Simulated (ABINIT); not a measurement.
# PbO (P4/nmm): G0W0 with ABINIT, start to end, part 2 of 3

Wanted: ground state, empty states, screening and self-energy for PbO (P4/nmm).

ABINIT 10.8.3; PBE and many-body steps on it, plane waves. Known limits of the many-body steps: not at the basis limit; no spin-orbit coupling; coarse k mesh.

So far. Step 2 (Ground state): The gap is indirect, with the least direct gap 0.99 eV higher.

The database entry behind the starting cell differs from later determinations by our own check (c about 1 % long), so it need not match the best structure at ambient conditions.

## 3. Bands along the symmetry lines

Level of this step: DFT, PBE, plane waves, norm-conserving pseudopotentials (ABINIT).

The cheap functional maps the bands first; the places of the edges decide which points the dearer methods must see.

Contents of run.abi:

```
acell 3*1.0 Angstrom
rprim 
  3.960000000000 0.000000000000 0.000000000000
  0.000000000000 3.960000000000 0.000000000000
  0.000000000000 0.000000000000 5.070000000000
ntypat 2
znucl 82 8
natom 4
typat 1 1 2 2
xred 
  0.000000000000 0.500000000000 0.238990104021
  0.500000000000 0.000000000000 0.761009895979
  0.000000000000 0.000000000000 0.000000000000
  0.500000000000 0.500000000000 0.000000000000
pp_dirpath "pseudos"
pseudos "Pb.upf, O.upf"
ecut 42
iscf -2
irdden 1
kptopt 0
nkpt 75
kpt 
  0.00000000 0.00000000 0.00000000
  0.00000000 0.06250000 0.00000000
  0.00000000 0.12500000 0.00000000
  0.00000000 0.18750000 0.00000000
  0.00000000 0.25000000 0.00000000
  0.00000000 0.31250000 0.00000000
  0.00000000 0.37500000 0.00000000
  0.00000000 0.43750000 0.00000000
  0.00000000 0.50000000 0.00000000
  0.06250000 0.50000000 0.00000000
  0.12500000 0.50000000 0.00000000
  0.18750000 0.50000000 0.00000000
  0.25000000 0.50000000 0.00000000
  0.31250000 0.50000000 0.00000000
  0.37500000 0.50000000 0.00000000
  0.43750000 0.50000000 0.00000000
  0.50000000 0.50000000 0.00000000
  0.43750000 0.43750000 0.00000000
  0.37500000 0.37500000 0.00000000
  0.31250000 0.31250000 0.00000000
  0.25000000 0.25000000 0.00000000
  0.18750000 0.18750000 0.00000000
  0.12500000 0.12500000 0.00000000
  0.06250000 0.06250000 0.00000000
  0.00000000 0.00000000 0.00000000
  0.00000000 0.00000000 0.06250000
  0.00000000 0.00000000 0.12500000
  0.00000000 0.00000000 0.18750000
  0.00000000 0.00000000 0.25000000
  0.00000000 0.00000000 0.31250000
  0.00000000 0.00000000 0.37500000
  0.00000000 0.00000000 0.43750000
  0.00000000 0.00000000 0.50000000
  0.00000000 0.06250000 0.50000000
  0.00000000 0.12500000 0.50000000
  0.00000000 0.18750000 0.50000000
  0.00000000 0.25000000 0.50000000
  0.00000000 0.31250000 0.50000000
  0.00000000 0.37500000 0.50000000
  0.00000000 0.43750000 0.50000000
  0.00000000 0.50000000 0.50000000
  0.06250000 0.50000000 0.50000000
  0.12500000 0.50000000 0.50000000
  0.18750000 0.50000000 0.50000000
  0.25000000 0.50000000 0.50000000
  0.31250000 0.50000000 0.50000000
  0.37500000 0.50000000 0.50000000
  0.43750000 0.50000000 0.50000000
  0.50000000 0.50000000 0.50000000
  0.43750000 0.43750000 0.50000000
  0.37500000 0.37500000 0.50000000
  0.31250000 0.31250000 0.50000000
  0.25000000 0.25000000 0.50000000
  0.18750000 0.18750000 0.50000000
  0.12500000 0.12500000 0.50000000
  0.06250000 0.06250000 0.50000000
  0.00000000 0.00000000 0.50000000
  0.00000000 0.50000000 0.00000000
  0.00000000 0.50000000 0.06250000
  0.00000000 0.50000000 0.12500000
  0.00000000 0.50000000 0.18750000
  0.00000000 0.50000000 0.25000000
  0.00000000 0.50000000 0.31250000
  0.00000000 0.50000000 0.37500000
  0.00000000 0.50000000 0.43750000
  0.00000000 0.50000000 0.50000000
  0.50000000 0.50000000 0.00000000
  0.50000000 0.50000000 0.06250000
  0.50000000 0.50000000 0.12500000
  0.50000000 0.50000000 0.18750000
  0.50000000 0.50000000 0.25000000
  0.50000000 0.50000000 0.31250000
  0.50000000 0.50000000 0.37500000
  0.50000000 0.50000000 0.43750000
  0.50000000 0.50000000 0.50000000
istwfk *1
nband 35
nbdbuf 2
tolwfr 1e-08
nstep 40
prtwf 0
prtvol 0
indata_prefix "in"
outdata_prefix "out"
tmpdata_prefix "tmp"
```

Started as:

```sh
$ OMP_NUM_THREADS=1 mpirun -n 4 abinit run.abi > log
```

Numbers of over 12 decimals in the logs are rounded to 6 here.

Log:

```text
.Version 10.8.3 of ABINIT. v10.8.2 released Aug 2026.

 Symmetries : space group P4/n m m (#129); Bravais tP (primitive tetrag.)
[... echo of the input left out ...]
== DATASET  1 ==================================================================
-   mpi_nproc: 4, omp_nthreads: 1 (-1 if OMP is not activated)

--- !DatasetInfo
iteration_state: {dtset: 1, }
dimensions: {natom: 4, nkpt: 75, mband: 35, nsppol: 1, nspinor: 1, nspden: 1, mpw: 7032, }
cutoff_energies: {ecut:  42.0, pawecutdg:  -1.0, }
electrons: {nelect:   5.60000000E+01, charge:   0.00000000E+00, occopt:   1.00000000E+00, tsmear:   1.00000000E-02, }

 Real(R)+Recip(G) space primitive vectors, cartesian coordinates (Bohr,Bohr^-1):
 R(1)=  7.4833155  0.0000000  0.0000000  G(1)=  0.1336306  0.0000000  0.0000000
 R(2)=  0.0000000  7.4833155  0.0000000  G(2)=  0.0000000  0.1336306  0.0000000
 R(3)=  0.0000000  0.0000000  9.5809115  G(3)=  0.0000000  0.0000000  0.1043742
 Unit cell volume ucvol=  5.3653114E+02 bohr^3
 Angles (23,13,12)=  9.00000000E+01  9.00000000E+01  9.00000000E+01 degrees

 getcut: wavevector=  0.0000  0.0000  0.0000  ngfft=  45  45  60
         ecut(hartree)=     42.000   => boxcut(ratio)=   2.01544

--- Pseudopotential description ------------------------------------------------
- Pb Generated using ONCVPSP code by D. R. Hamann
- 82.00000  22.00000  220131                  znucl, zion, pspdat
12 -101130 3 -1 1692                          pspcod,pspxc,lmax,lloc,mmax
     nproj     2     2     2     1
  pspatm : epsatm=   27.21822286
         --- l  ekb(1:nproj) -->
             0   15.655587    1.914583
             1    7.187683    1.168328
             2    3.424574    0.432546
             3    9.337611
 pspatm: atomic psp has been read  and splines computed

- O Generated using ONCVPSP code by D. R. Hamann
-  8.00000   6.00000  171031                  znucl, zion, pspdat
12 -101130 2 -1 936                           pspcod,pspxc,lmax,lloc,mmax
     nproj     2     2     1     0
  pspatm : epsatm=    6.17005460
         --- l  ekb(1:nproj) -->
[...]
2   -1.331955
 pspatm: atomic psp has been read  and splines computed

--------------------------------------------------------------------------------

================================================================================
 prteigrs : about to open file out_EIG
 Non-SCF case, kpt    1 (  0.00000  0.00000  0.00000), residuals and eigenvalues=
  8.90E-09  7.92E-09  2.40E-09  6.43E-09  2.74E-09  7.01E-09  6.13E-09  3.30E-09
  4.79E-09  2.54E-09  2.73E-09  9.85E-09  1.52E-09  1.93E-09  7.98E-09  1.92E-09
  7.43E-09  8.23E-09  7.30E-09  2.39E-09  5.14E-09  2.17E-09  7.43E-09  8.85E-09
[...]
-4.8390E+00 -4.8390E+00 -2.6962E+00 -2.6962E+00 -2.6962E+00 -2.6962E+00
 -2.6961E+00 -2.6961E+00 -4.1320E-01 -3.9338E-01 -3.2922E-01 -3.2922E-01
[...]
Non-SCF case, kpt   74 (  0.50000  0.50000  0.43750), residuals and eigenvalues=
[...]
4.4021E-01  4.4021E-01  4.7253E-01  4.7253E-01  6.5517E-01
 Non-SCF case, kpt   75 (  0.50000  0.50000  0.50000), residuals and eigenvalues=
[...]
-2.8838E-01 -2.8838E-01 -3.7536E-02 -3.7536E-02  1.1753E-01  1.1753E-01
  1.7619E-01  1.7619E-01  2.2459E-01  2.2459E-01  3.8374E-01  3.8374E-01
  4.3237E-01  4.3237E-01  4.7315E-01  4.7315E-01  6.6070E-01

--- !ResultsGS
iteration_state: {dtset: 1, }
comment   : Summary of ground state results
lattice_vectors:
- [  7.4833155,   0.0000000,   0.0000000, ]
- [  0.0000000,   7.4833155,   0.0000000, ]
- [  0.0000000,   0.0000000,   9.5809115, ]
lattice_lengths: [   7.48332,    7.48332,    9.58091, ]
lattice_angles: [ 90.000,  90.000,  90.000, ] # degrees, (23, 13, 12)
lattice_volume:   5.3653114E+02
convergence: {deltae:  0.000E+00, res2:  0.000E+00, residm:  9.995E-09, diffor:  0.000E+00, }
etotal    :  -4.52737045E+02
entropy   :   0.00000000E+00
fermie    :   2.61001869E-01
cartesian_stress_tensor: null
pressure_GPa: null
xred      :
- [  0.0000E+00,   5.0000E-01,   2.3899E-01, Pb]
- [  5.0000E-01,   0.0000E+00,   7.6101E-01, Pb]
- [  0.0000E+00,   0.0000E+00,   0.0000E+00,  O]
- [  5.0000E-01,   5.0000E-01,   0.0000E+00,  O]
cartesian_forces: null
force_length_stats: {min: null, max: null, mean: null, }

 Integrated electronic density in atomic spheres:
 ------------------------------------------------
 Atom  Sphere_radius  Integrated_density
[...]
================================================================================

 ----iterations are completed or convergence reached----

 Mean square residual over all n,k,spin=   49.240E-10; max=  99.954E-10
 reduced coordinates (array xred) for    4 atoms
[...]
cartesian coordinates (angstrom) at end:
    1      0.000000     1.980000     1.211680
    2      1.980000     0.000000     3.858320
    3      0.000000     0.000000     0.000000
    4      1.980000     1.980000     0.000000
 length scales=  1.889726125908  1.889726125908  1.889726125908 bohr
              =  1.000000000000  1.000000000000  1.000000000000 angstroms
 prteigrs : about to open file out_EIG
 Eigenvalues (hartree) for nkpt=  75  k points:
 kpt#   1, nband= 35, wtk=  1.00000, kpt=  0.0000  0.0000  0.0000 (reduced coord)
[...]
kpt#   2, nband= 35, wtk=  1.00000, kpt=  0.0000  0.0625  0.0000 (reduced coord)
[...]
kpt#   3, nband= 35, wtk=  1.00000, kpt=  0.0000  0.1250  0.0000 (reduced coord)
[...]
kpt#  74, nband= 35, wtk=  1.00000, kpt=  0.5000  0.5000  0.4375 (reduced coord)
[...]
0.47253    0.47253    0.65517
 kpt#  75, nband= 35, wtk=  1.00000, kpt=  0.5000  0.5000  0.5000 (reduced coord)
[...]
-0.32169   -0.32169   -0.28838   -0.28838   -0.03754   -0.03754    0.11753    0.11753
   0.17619    0.17619    0.22459    0.22459    0.38374    0.38374    0.43237    0.43237
   0.47315    0.47315    0.66070

== END DATASET(S) ==============================================================
================================================================================

 -outvars: echo values of variables after computation  --------
            nband          35
             nkpt          75
          spgroup         129
 [... the other variables as echoed above ...]

 Calculation completed.
```

It took 77 s on 4 MPI ranks of Intel Xeon Platinum 8488C (Sapphire Rapids), shared host; peak memory 0.59 GiB.

Numbers from this step:

| Quantity | Value |
| --- | --- |
| gap | 1.125 eV |
| k of the valence top | 0, 0.0625, 0 |
| k of the conduction bottom | 0.5, 0.5, 0 |
| least direct gap | 2.115 eV |

The gap is 1.125 eV, −0.001 eV from the run before at this level.

Electronic bands along the path, in eV, zero at the top of the highest filled band:

```csv
point,band 25,band 26,band 27,band 28,band 29,band 30,band 31,band 32
Γ,-1.72,-1.59,-1.59,0.00,2.41,5.53,5.57,5.57
halfway,-2.51,-2.00,-1.94,-0.27,3.53,3.54,5.47,5.90
X,-2.95,-2.95,-1.74,-1.74,3.32,3.32,6.61,6.61
halfway,-2.21,-2.21,-1.44,-1.44,2.45,2.45,5.38,5.38
M,-1.76,-1.76,-0.99,-0.99,1.13,1.13,5.19,5.19
halfway,-2.86,-2.73,-1.22,-0.56,3.01,3.35,4.70,5.17
Γ,-1.72,-1.59,-1.59,0.00,2.41,5.53,5.57,5.57
halfway,-1.74,-1.61,-1.61,-0.42,2.14,4.52,4.52,5.05
Z,-1.76,-1.62,-1.62,-1.09,2.11,3.97,3.97,4.34
halfway,-2.34,-2.02,-1.17,-1.04,2.28,3.17,4.60,6.57
R,-2.92,-2.92,-1.07,-1.07,3.01,3.01,6.30,6.30
halfway,-1.71,-1.71,-1.53,-1.53,3.35,3.35,4.56,4.56
A,-2.31,-2.31,-0.99,-0.99,3.34,3.34,4.66,4.66
halfway,-2.75,-1.64,-1.22,-1.15,2.46,3.62,3.85,6.41
Z,-1.76,-1.62,-1.62,-1.09,2.11,3.97,3.97,4.34
jump to X,-2.95,-2.95,-1.74,-1.74,3.32,3.32,6.61,6.61
halfway,-2.94,-2.94,-1.36,-1.36,3.16,3.16,6.46,6.46
R,-2.92,-2.92,-1.07,-1.07,3.01,3.01,6.30,6.30
jump to M,-1.76,-1.76,-0.99,-0.99,1.13,1.13,5.19,5.19
halfway,-2.05,-2.05,-0.99,-0.99,1.94,1.94,5.52,5.52
A,-2.31,-2.31,-0.99,-0.99,3.34,3.34,4.66,4.66
```

## 4. Empty states on the mesh, 4×4×2 mesh, 66 bands

The sums over transitions need many empty states on a uniform mesh; this step solves for them.

Contents of run.abi:

```
acell 3*1.0 Angstrom
rprim 
  3.960000000000 0.000000000000 0.000000000000
  0.000000000000 3.960000000000 0.000000000000
  0.000000000000 0.000000000000 5.070000000000
ntypat 2
znucl 82 8
natom 4
typat 1 1 2 2
xred 
  0.000000000000 0.500000000000 0.238990104021
  0.500000000000 0.000000000000 0.761009895979
  0.000000000000 0.000000000000 0.000000000000
  0.500000000000 0.500000000000 0.000000000000
pp_dirpath "pseudos"
pseudos "Pb.upf, O.upf"
ecut 42
ngkpt 4 4 2
nshiftk 1
shiftk 0 0 0
kptopt 1
chksymbreak 0
iscf -2
irdden 1
istwfk *1
nband 66
nbdbuf 6
tolwfr 1e-09
nstep 60
prtvol 0
indata_prefix "in"
outdata_prefix "out"
tmpdata_prefix "tmp"
```

Log:

```text
.Version 10.8.3 of ABINIT. v10.8.2 released Aug 2026.

 Symmetries : space group P4/n m m (#129); Bravais tP (primitive tetrag.)
[... echo of the input left out ...]
== DATASET  1 ==================================================================
-   mpi_nproc: 4, omp_nthreads: 1 (-1 if OMP is not activated)

--- !DatasetInfo
iteration_state: {dtset: 1, }
dimensions: {natom: 4, nkpt: 12, mband: 66, nsppol: 1, nspinor: 1, nspden: 1, mpw: 7032, }
cutoff_energies: {ecut:  42.0, pawecutdg:  -1.0, }
electrons: {nelect:   5.60000000E+01, charge:   0.00000000E+00, occopt:   1.00000000E+00, tsmear:   1.00000000E-02, }

 Real(R)+Recip(G) space primitive vectors, cartesian coordinates (Bohr,Bohr^-1):
 R(1)=  7.4833155  0.0000000  0.0000000  G(1)=  0.1336306  0.0000000  0.0000000
 R(2)=  0.0000000  7.4833155  0.0000000  G(2)=  0.0000000  0.1336306  0.0000000
 R(3)=  0.0000000  0.0000000  9.5809115  G(3)=  0.0000000  0.0000000  0.1043742
 Unit cell volume ucvol=  5.3653114E+02 bohr^3
 Angles (23,13,12)=  9.00000000E+01  9.00000000E+01  9.00000000E+01 degrees

 getcut: wavevector=  0.0000  0.0000  0.0000  ngfft=  45  45  60
         ecut(hartree)=     42.000   => boxcut(ratio)=   2.01544

--- Pseudopotential description ------------------------------------------------
- Pb Generated using ONCVPSP code by D. R. Hamann
- 82.00000  22.00000  220131                  znucl, zion, pspdat
12 -101130 3 -1 1692                          pspcod,pspxc,lmax,lloc,mmax
     nproj     2     2     2     1
  pspatm : epsatm=   27.21822286
         --- l  ekb(1:nproj) -->
             0   15.655587    1.914583
             1    7.187683    1.168328
             2    3.424574    0.432546
             3    9.337611
 pspatm: atomic psp has been read  and splines computed

- O Generated using ONCVPSP code by D. R. Hamann
-  8.00000   6.00000  171031                  znucl, zion, pspdat
12 -101130 2 -1 936                           pspcod,pspxc,lmax,lloc,mmax
     nproj     2     2     1     0
  pspatm : epsatm=    6.17005460
         --- l  ekb(1:nproj) -->
[...]
2   -1.331955
 pspatm: atomic psp has been read  and splines computed

--------------------------------------------------------------------------------

================================================================================
 prteigrs : about to open file out_EIG
 Non-SCF case, kpt    1 (  0.00000  0.00000  0.00000), residuals and eigenvalues=
  9.64E-10  2.78E-10  3.87E-10  5.55E-10  2.21E-10  5.84E-10  3.98E-10  3.97E-10
  1.33E-10  6.28E-10  6.40E-10  8.85E-10  4.49E-10  9.97E-10  7.96E-10  6.45E-10
  3.79E-10  9.28E-10  4.05E-10  2.04E-10  3.54E-10  3.56E-10  5.18E-10  4.55E-10
[...]
1.94E-04  8.35E-05
 -4.8390E+00 -4.8390E+00 -2.6962E+00 -2.6962E+00 -2.6962E+00 -2.6962E+00
 -2.6961E+00 -2.6961E+00 -4.1320E-01 -3.9338E-01 -3.2922E-01 -3.2922E-01
 -3.2704E-01 -3.2691E-01 -3.2384E-01 -3.2116E-01 -3.2102E-01 -3.2102E-01
[...]
1.1640E+00  1.2023E+00  1.2033E+00  1.2306E+00  1.2306E+00  1.2604E+00
  1.2751E+00  1.2751E+00  1.2771E+00  1.3193E+00  1.3910E+00  1.4005E+00
 prteigrs : prtvol=0 or 1, do not print more k-points.

--- !ResultsGS
iteration_state: {dtset: 1, }
comment   : Summary of ground state results
lattice_vectors:
- [  7.4833155,   0.0000000,   0.0000000, ]
- [  0.0000000,   7.4833155,   0.0000000, ]
- [  0.0000000,   0.0000000,   9.5809115, ]
lattice_lengths: [   7.48332,    7.48332,    9.58091, ]
lattice_angles: [ 90.000,  90.000,  90.000, ] # degrees, (23, 13, 12)
lattice_volume:   5.3653114E+02
convergence: {deltae:  0.000E+00, res2:  0.000E+00, residm:  9.982E-10, diffor:  0.000E+00, }
etotal    :  -4.52737045E+02
entropy   :   0.00000000E+00
fermie    :   2.61001869E-01
cartesian_stress_tensor: null
pressure_GPa: null
xred      :
- [  0.0000E+00,   5.0000E-01,   2.3899E-01, Pb]
- [  5.0000E-01,   0.0000E+00,   7.6101E-01, Pb]
- [  0.0000E+00,   0.0000E+00,   0.0000E+00,  O]
- [  5.0000E-01,   5.0000E-01,   0.0000E+00,  O]
cartesian_forces: null
force_length_stats: {min: null, max: null, mean: null, }

 Integrated electronic density in atomic spheres:
 ------------------------------------------------
 Atom  Sphere_radius  Integrated_density
[...]
================================================================================

 ----iterations are completed or convergence reached----

 Mean square residual over all n,k,spin=   47.579E-11; max=  99.824E-11
 reduced coordinates (array xred) for    4 atoms
[...]
0.000000000000      0.000000000000      0.000000000000
       0.500000000000      0.500000000000      0.000000000000

 cartesian coordinates (angstrom) at end:
    1      0.000000     1.980000     1.211680
    2      1.980000     0.000000     3.858320
    3      0.000000     0.000000     0.000000
    4      1.980000     1.980000     0.000000
 length scales=  1.889726125908  1.889726125908  1.889726125908 bohr
              =  1.000000000000  1.000000000000  1.000000000000 angstroms
 prteigrs : about to open file out_EIG
 Eigenvalues (hartree) for nkpt=  12  k points:
 kpt#   1, nband= 66, wtk=  0.03125, kpt=  0.0000  0.0000  0.0000 (reduced coord)
[...]
0.94793    1.03357    1.07836    1.14708    1.14708    1.16402    1.16402    1.20231
   1.20332    1.23062    1.23062    1.26042    1.27507    1.27507    1.27711    1.31925
   1.39104    1.40046
 prteigrs : prtvol=0 or 1, do not print more k-points.

== END DATASET(S) ==============================================================
================================================================================

 -outvars: echo values of variables after computation  --------
            nband          66
             nkpt          12
          spgroup         129
 [... the other variables as echoed above ...]

 Calculation completed.
```

The job ended after 34 s (4 MPI ranks; peak memory 0.41 GiB).

This step gave:

| Property | Result |
| --- | --- |
| gap | 1.126 eV |
| k of the valence top | 0, 0, 0 |
| k of the conduction bottom | 0.5, 0.5, 0 |
| least direct gap | 2.115 eV |
| k points computed | 12 |
| lowest point of the top converged band, above the valence top | 24.57 eV |

On this mesh the gap is 1.126 eV.

(Part 2 of 3 ends here.)

[Paths, hosts, dates, memory and timing lines, banners, echoed tables and standing remarks are left out of the program output.]

[Logs are printed without paths, hosts, clocks, repeated set-up lines and the standing remarks that a program may print on its own settings, such as how far it seeks lower states.]

[Runs of the session that timed out or met a known fault of the program may be left out.]

[Hosts, paths, dates, database ids (printed as entryN), source tags and the programs' standing remarks are cut or masked in the printed files.]

[G0W0 gaps are taken among the corrected bands and points alone; a level outside them can change the order at an edge.]

[Where Ansatz stands beside ABINIT at settings called matched, ABINIT's density can come from a denser mesh and the files from another edition; pairs whose starting gaps differed by over 0.03 eV were left out, so agreement reads better than it is.]
